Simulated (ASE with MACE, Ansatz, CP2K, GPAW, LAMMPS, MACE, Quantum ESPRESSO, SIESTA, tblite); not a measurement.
# La2O3 with crystalline order left by the classical run (95 atoms) in machine-learned potentials

How do the settings of machine-learned potentials change the result for La2O3 with crystalline order left by the classical run (95 atoms)? A plane-wave run serves as the yardstick.

Method: the method is named at each step, in ASE with MACE.

### Step 1. Set-up

The cell holds 95 atoms: 38 La and 57 O. Its edges and angles: a = 12.168 Å, b = 12.168 Å, c = 12.168 Å, α = 90.0°, β = 90.0°, γ = 90.0°. 95 atoms (38 Nd, 57 O) placed at random at 6.31 g/cm³, melted at 5000 K for 10 ps at fixed volume with the Morse and Coulomb pair potential with partial charges (Pedone, Malavasi, Menziani, Cormack and Segre, J. Phys. Chem. B 110, 11780 (2006)). Quenched from 5000 K to 300 K at 20 K/ps and fixed volume, held 5 ps, then minimised at fixed cell. Then Nd was replaced by La and the cell scaled by 1.023 (the potential has no terms for the new elements, so the cell is a start for a DFT relaxation).

The yardstick, on the same geometry:

| Property | Result |
| --- | --- |
| method | Kohn-Sham DFT, PBE, SSSP efficiency 1.3.0 pseudopotentials, plane waves (Quantum ESPRESSO 7.5); sssp-pbe-1.3.0-efficiency, cutoffs 60/480 Ry, Γ point |
| r.m.s. force component | 0.2639 eV/Å |
| longest force | 0.8606 eV/Å |
| pressure | 0.359 GPa |
| gap (highest filled to lowest empty level) | 3.122 eV |
| time | 21 min on 4 MPI ranks of Arm Neoverse V2, shared host |
| CPU time | 83 min |

### Step 2. MACE MP-0b3 medium potential

Method: machine-learned interatomic potential MACE MP-0b3 medium, trained on PBE(+U) plane-wave data.

Contents of run.py:

```python
import numpy as np
from ase.io import read
import mlip  # loads the published weights by name

atoms = read("structure.xyz")
atoms.calc = mlip.calc("mace-mp-0b3-medium")
energy = atoms.get_potential_energy()
forces = atoms.get_forces()
print(f"energy {energy:.6f} eV")
print("forces (eV/A)")
for i, (a, f) in enumerate(zip(atoms, forces)):
    print(f"{i:4d} {a.symbol:2s} {f[0]:10.5f} {f[1]:10.5f} {f[2]:10.5f}")
stress = -atoms.get_stress(voigt=False) * 160.21766
print("stress (GPa, compression positive)")
for row in stress:
    print(" ".join(f"{x:10.4f}" for x in row))
```

Contents of structure.xyz:

```xyz
95
Lattice="12.16777 0.00000 0.00000 0.00000 12.16777 0.00000 0.00000 0.00000 12.16777" Properties=species:S:1:pos:R:3 pbc="T T T"
La 7.64087 3.30623 0.90650
La 4.58433 0.53477 2.34278
La 10.63500 2.65306 7.07751
La 10.85973 1.65506 10.49434
La 10.21557 6.82819 8.67246
La 4.59540 5.28836 1.19573
La 10.41464 4.43832 3.27897
La 0.95152 5.72250 5.03259
La 7.21184 6.30327 3.23517
La 7.69830 4.03982 9.75904
La 1.20984 11.00867 3.17396
La 10.39334 8.89878 2.03932
La 4.45073 3.40965 7.52844
La 4.49173 9.15552 0.82899
La 1.51781 3.50359 1.12138
La 7.26185 9.28291 7.43621
La 10.54666 10.08343 10.74134
La 1.39418 8.45039 7.62323
La 7.29555 8.22383 10.86485
La 4.35253 7.77715 4.81807
La 10.48022 11.91164 5.01057
La 4.65162 2.12632 11.03763
La 7.49401 5.27205 6.61148
La 1.60870 11.56790 11.82829
La 1.52547 2.20091 5.00923
La 7.39849 2.53844 4.24850
La 1.36243 4.60173 8.85570
La 1.17541 7.37671 11.13327
La 7.58636 11.36640 0.51178
La 4.35484 11.71124 6.02378
La 10.68184 0.78969 1.61065
La 4.54345 6.18877 9.88692
La 10.19501 8.11310 5.29371
La 7.43706 1.02976 7.58040
La 7.33741 10.46842 4.00526
La 4.39293 10.38872 9.49792
La 10.29576 5.57089 12.00119
La 1.51245 0.46639 8.34977
O 4.78412 7.32390 2.56655
O 3.50115 2.25298 0.97062
O 12.11545 0.85174 3.45260
O 6.38151 1.23333 0.71729
O 11.57435 4.29656 1.30183
O 5.60837 8.32105 8.94173
O 11.24387 6.67463 3.70630
O 9.28778 3.32277 11.36372
O 2.91309 0.17607 4.20506
O 9.39437 1.42582 8.70300
O 8.82820 10.36864 5.90806
O 11.56023 9.86392 4.23146
O 5.97559 11.37321 7.81207
O 2.21368 7.77338 5.44800
O 9.61254 0.03906 11.79349
O 2.51800 5.59717 0.09625
O 9.12181 2.40739 2.50887
O 2.73093 9.29131 11.19861
[... 35 atom lines left out ...]
O 3.23870 0.26185 10.26534
O 6.21274 2.15284 9.27172
O 5.93008 10.27945 11.30751
O 1.96996 4.05710 3.42717
```

Started as:

```sh
$ OMP_NUM_THREADS=1 python run.py > output.txt
```

What it wrote:

```text
energy -784.473558 eV
forces (eV/A)
   0 La   -0.02780   -0.40544    0.18516
   1 La   -0.06798   -0.06153    0.03206
   2 La   -0.11827    0.47076   -0.00858
   3 La   -0.10810    0.30789    0.03891
   4 La    0.17817    0.11703   -0.00596
   5 La   -0.34296    0.30539   -0.01105
   6 La    0.34529   -0.03922   -0.03032
   7 La    0.46041    0.31801   -0.05132
   8 La    0.24848    0.18483   -0.37582
   9 La    0.36769   -0.21315   -0.02764
  10 La    0.19703   -0.30597    0.27281
  11 La    0.14850    0.06471   -0.51943
  12 La   -0.32151   -0.21320   -0.38129
  13 La   -0.27693   -0.03388    0.27440
  14 La   -0.12897    0.16283    0.19749
  15 La    0.16764   -0.13278   -0.10458
  16 La    0.03832   -0.37332   -0.48105
  17 La    0.11432    0.00825   -0.15204
  18 La    0.48388   -0.31154    0.13133
  19 La    0.14191    0.05829   -0.08759
  20 La   -0.07977   -0.28033    0.43168
  21 La   -0.13680   -0.08802    0.08523
  22 La    0.07757    0.40017   -0.02447
  23 La    0.12543    0.16872    0.00704
[...]
87 O     0.01746    0.24817    0.29232
  88 O     0.24392   -0.26435    0.38542
  89 O    -0.57115    0.06096   -0.32338
  90 O    -0.35216    0.35386   -0.49061
  91 O    -0.12532   -0.15908   -0.11213
  92 O    -0.02368    0.24396   -0.33562
  93 O    -0.06597   -0.32313    0.40191
  94 O    -0.53445   -0.44529    0.10210
stress (GPa, compression positive)
   -2.0193     0.4277    -0.3097
    0.4277    -2.7908     0.7296
   -0.3097     0.7296     1.0901
```

Run time: 8.3 s. Hardware: 1 thread of Arm Neoverse V2, shared host; peak memory 0.97 GiB.

Banners, paths, timers and routine set-up lines are dropped from the logs unmarked, and long logs keep their key lines alone; longer cuts are marked.

Against the reference:

- r.m.s. force component: 0.2382 eV/Å
- r.m.s. difference of force components: 59.81 meV/Å
- longest difference of force vectors: 251.3 meV/Å
- force difference over r.m.s. force: 22.67 %
- slope of forces against the reference's: 0.8817
- correlation of force components: 0.9768
- pressure: -1.24 GPa
- pressure difference: -1.599 GPa

Length of the force difference by element (eV/Å):

```csv
element,atoms,mean,most
La,38,0.11,0.25
O,57,0.079,0.17
```

The surroundings of La17, which has 7 bonded neighbours where the commonest count for La is 6, nearest first, numbered as they follow in the input and with coordinates relative to it.

| atom | x | y | z | distance (Å) | bonds | Fx | Fy | Fz (eV/Å) |
| --- | --- | --- | --- | --- | --- | --- | --- | --- |
| La17 | 0.00 | 0.00 | 0.00 | 0.00 | 7 | 0.04 | -0.37 | -0.48 |
| O71 | -1.76 | -0.80 | -1.42 | 2.40 | 4 | 0.16 | -0.11 | 0.13 |
| O81 | 1.39 | -1.49 | -1.32 | 2.43 | 4 | -0.07 | -0.23 | 0.01 |
| O63 | 1.68 | 1.62 | -0.72 | 2.44 | 4 | -0.26 | 0.12 | 0.16 |
| O53 | -0.93 | 2.12 | 1.05 | 2.55 | 4 | 0.27 | -0.24 | -0.36 |
| O85 | -1.77 | -0.79 | 1.69 | 2.57 | 4 | 0.36 | 0.16 | -0.15 |
| O57 | 1.46 | 0.62 | 2.58 | 3.02 | 5 | -0.06 | 0.11 | 0.32 |
| O70 | 0.86 | -2.38 | 1.68 | 3.04 | 4 | -0.20 | 0.28 | -0.05 |
| La12 | -0.15 | -1.18 | 3.47 | 3.67 | 7 | 0.15 | 0.06 | -0.52 |

Atoms are counted from 1 here, from 0 in the log.

Forces lie 23 % from the reference's, at 0.0014 times its CPU time (on 1 against 4 cores).

### Step 3. MACE MP-0b2 small potential

Method: machine-learned interatomic potential MACE MP-0b2 small, trained on PBE(+U) plane-wave data.

Changes to run.py since step 2:

```diff
@@ -5,3 +5,3 @@
 atoms = read("structure.xyz")
-atoms.calc = mlip.calc("mace-mp-0b3-medium")
+atoms.calc = mlip.calc("mace-mp-0b2-small")
 energy = atoms.get_potential_energy()
```

structure.xyz is that of step 2.

What it wrote:

```text
Fontconfig error: No writable cache directories
energy -784.650463 eV
forces (eV/A)
   0 La   -0.03651   -0.46927    0.29299
   1 La   -0.05551   -0.01036    0.05028
   2 La   -0.03017    0.53891   -0.08956
   3 La   -0.09757    0.28124    0.09439
   4 La    0.25543    0.11973    0.07523
   5 La   -0.44935    0.30011   -0.04017
   6 La    0.39703   -0.05631   -0.00010
   7 La    0.47106    0.12640   -0.12789
   8 La    0.27631    0.23702   -0.39490
   9 La    0.31265   -0.22643   -0.05895
  10 La    0.08261   -0.14444    0.23450
  11 La    0.07832   -0.00431   -0.57902
  12 La   -0.32749   -0.15777   -0.26562
  13 La   -0.26312   -0.00484    0.21569
  14 La   -0.13406    0.18925    0.30049
  15 La    0.15521   -0.12624   -0.01630
  16 La    0.03905   -0.39855   -0.41869
  17 La    0.19650   -0.00121    0.01941
  18 La    0.46046   -0.23171    0.17899
  19 La    0.17359    0.09397   -0.07787
  20 La   -0.05359   -0.34462    0.34286
  21 La   -0.17123   -0.05815    0.05953
  22 La    0.12446    0.35637   -0.07496
  23 La    0.11477    0.24532    0.02527
[...]
87 O    -0.01316    0.24098    0.31651
  88 O     0.18793   -0.31764    0.36321
  89 O    -0.59973    0.03833   -0.30471
  90 O    -0.40859    0.41316   -0.55196
  91 O    -0.08969   -0.20799   -0.14731
  92 O     0.00148    0.29217   -0.35983
  93 O    -0.12016   -0.39837    0.38028
  94 O    -0.59392   -0.43026    0.26414
stress (GPa, compression positive)
   -2.0390     0.4748    -0.2422
    0.4748    -2.7831     0.5773
   -0.2422     0.5773     1.3042
```

It took 6.9 s on 1 thread; peak memory 0.66 GiB.

Compared with the plane-wave run:

```yaml
r_m_s_force_component: 0.25 eV/Å
r_m_s_difference_of_force_components: 60.44 meV/Å
longest_difference_of_force_vectors: 221.1 meV/Å
force_difference_over_r_m_s_force: 22.9 %
slope_of_forces_against_the_reference_s: 0.9225
correlation_of_force_components: 0.9738
pressure: -1.173 GPa
pressure_difference: -1.532 GPa
```

Against the first run (23 %), the force difference from the reference is 23 %, at 0.80 times the CPU time.

### Step 4. MACE MPA-0 medium potential

Method: machine-learned interatomic potential MACE MPA-0 medium, trained on PBE(+U) plane-wave data.

Changes to run.py since step 3:

```diff
@@ -5,3 +5,3 @@
 atoms = read("structure.xyz")
-atoms.calc = mlip.calc("mace-mp-0b2-small")
+atoms.calc = mlip.calc("mace-mpa-0-medium")
 energy = atoms.get_potential_energy()
```

structure.xyz is that of step 3.

What it wrote:

```text
energy -784.759464 eV
forces (eV/A)
   0 La    0.09808   -0.40907    0.30144
   1 La   -0.02281    0.04819   -0.05128
   2 La   -0.13544    0.62103    0.05579
   3 La   -0.30924    0.49396    0.02275
   4 La    0.09381    0.08235    0.11104
   5 La   -0.29007    0.33955   -0.09610
   6 La    0.38372   -0.10529   -0.17342
   7 La    0.37896    0.14514   -0.16433
   8 La    0.39161    0.12877   -0.41399
   9 La    0.59439   -0.22242   -0.09699
  10 La    0.08569   -0.18245    0.22573
  11 La    0.19331   -0.06400   -0.62241
  12 La   -0.20075   -0.19831   -0.41002
  13 La   -0.30489   -0.03656    0.23271
  14 La   -0.40267    0.16491    0.32637
  15 La    0.36157   -0.26555   -0.11911
  16 La   -0.00883   -0.46572   -0.55791
  17 La    0.11792   -0.03502   -0.00172
  18 La    0.72705   -0.37554    0.03088
  19 La    0.31081    0.02209   -0.12574
  20 La   -0.19972   -0.25536    0.59482
  21 La   -0.02478   -0.10094    0.10063
  22 La    0.08239    0.49242   -0.05102
  23 La    0.12847    0.32116   -0.09549
[...]
87 O     0.05597    0.24513    0.25673
  88 O     0.17458   -0.27615    0.44542
  89 O    -0.63809    0.11696   -0.22010
  90 O    -0.39249    0.34465   -0.50546
  91 O    -0.09976   -0.16866   -0.15914
  92 O    -0.13083    0.21008   -0.35249
  93 O    -0.11685   -0.32023    0.43250
  94 O    -0.46697   -0.47072    0.12012
stress (GPa, compression positive)
   -1.6447     0.6127    -0.2723
    0.6127    -2.5675     0.6377
   -0.2723     0.6377     1.9576
```

Run time: 8.3 s. Hardware: 1 thread; peak memory 0.97 GiB.

Compared with the plane-wave run:

```
r.m.s. force component                  : 0.2648 eV/Å
r.m.s. difference of force components   : 78.29 meV/Å
longest difference of force vectors     : 357.4 meV/Å
force difference over r.m.s. force      : 29.67 %
slope of forces against the reference's : 0.9595
correlation of force components         : 0.9562
pressure                                : -0.7515 GPa
pressure difference                     : -1.111 GPa
```

Against the first run (23 %), the force difference from the reference is 30 %, at 1.0 times the CPU time.

### Step 5. Side by side

Differences are against the plane-wave reference, forces as r.m.s. over components; share is that over the reference's r.m.s. force, slope the least-squares factor from reference forces to these. Total energies of different programs have different zeros and aren't compared.

```
                         run  Δ force, r.m.s. (meV/Å)  share (%)  slope  Δ pressure (GPa)  cores  CPU time  memory (GiB)
                   reference                        -          -      -                 -      4    83 min            13
MACE MP-0b3 medium potential                     59.8       22.7  0.882             -1.60      1     7.2 s          0.97
 MACE MP-0b2 small potential                     60.4       22.9  0.922             -1.53      1     5.8 s          0.66
 MACE MPA-0 medium potential                     78.3       29.7  0.960             -1.11      1     7.3 s          0.97
```

Times of the machine-learned potentials are mostly Python's start and the loading of weights.

CPU time is summed over cores on a shared host, where runs went side by side, so it is rough. Symmetry, cutoffs, thresholds, outputs and thread counts weren't matched or tuned between programs; memory under MPI is the largest rank's times the ranks.

### Step 6. What came out

| Property | Result |
| --- | --- |
| nearest in forces | a tie at 23 % of 2 runs: MACE MP-0b3 medium potential; MACE MP-0b2 small potential |

In words: Machine-learned potentials differ by 23 % (MACE MP-0b3 medium potential) to 30 % (MACE MPA-0 medium potential); they were trained on other programs' data. The reference's pressure holds the uncorrected Pulay stress of its 60 Ry basis, so small pressure differences, and their order, may be the reference's own error. Machine-learned potentials mimic data converged in k, so the reference's own k-point error enters their differences. The quench rate of 20 K/ps is many orders above laboratory rates, so the cell is likely richer in defects and strain than a real sample. The network of bonds at the start is that of the classical potential that made the cell, and needn't be the one that DFT or experiment would give. The reference's stress is far from hydrostatic: its diagonal is -0.4, -1.5, 3.0 GPa, compression counted positive. The electronic-structure runs sample only Γ, in a cell whose shortest periodic width is 12 Å. Spin–orbit coupling is left out, which matters for the levels of the heavy elements.

[Also dropped from logs without a mark: logging warnings of Python, and SIESTA's first energy breakdown and zero terms.]

[Logs are printed without paths, hosts, clocks, repeated set-up lines and the standing remarks that a program may print on its own settings, such as how far it seeks lower states.]

[Hosts, paths, dates, database ids (printed as entryN), source tags and the programs' standing remarks are cut or masked in the printed files.]
